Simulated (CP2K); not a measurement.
Consider 2-methylpyrrole at its PBE geometry (Å).

```xyz
13

C     1.6513   -0.4813    0.8958
C     0.4053   -0.1375    0.1473
C     0.0403   -0.3631   -1.1715
C    -1.2696    0.1697   -1.3661
C    -1.6785    0.7104   -0.1618
N    -0.6545    0.5164    0.7466
H     2.1637    0.4121    1.2861
H     2.3520   -0.9987    0.2299
H     1.4533   -1.1481    1.7498
H     0.6559   -0.8640   -1.9116
H    -1.8474    0.1610   -2.2842
H    -2.5959    1.2109    0.1248
H    -0.6760    0.8120    1.7148
```

Method: CP2K XAS_TDP, all-electron GAPW, PBEh(45%), aug-cc-pVDZ, TDA, GW2X-corrected core level, no relativity.

Q: Predict the bright core excitations at the N K edge.

Leading lines: N6 403.09 eV. The leading line of an atom is its first one with 35 % of the strongest within 2.5 eV of its lowest line over the strength cut. Core ionisation energies at this level: N6 406.31 eV.

The first six lines of each atom with a strength over 0.0015:

```
                    atom  energy (eV)  states  strength, one atom  above the computed threshold
N6 (bonded to 2 C and H)       403.09       1              0.0321                              
                               403.68       1              0.0146                              
                               405.50       1              0.0018                              
                               406.81       1              0.0030                           yes
                               407.22       1              0.0022                           yes
                               407.48       1              0.0092                           yes
```

Lines are vertical, at one geometry, with no vibrational structure. GW2X ionisation energies and lines can be off by 1 to 2 eV either way, and a good line position may hide errors that cancel. These values hold no scalar relativity, about 0.2 eV for N 1s. Rydberg lines, and the discretised continuum above threshold, depend on the basis and the box.

[Banner, clock and machine lines of the logs are left out without a mark of their own.]

[Logs are printed without paths, hosts, clocks, repeated set-up lines and the standing remarks that a program may print on its own settings, such as how far it seeks lower states.]

[Hosts, paths, dates, database ids (printed as entryN), source tags and the programs' standing remarks are cut or masked in the printed files.]
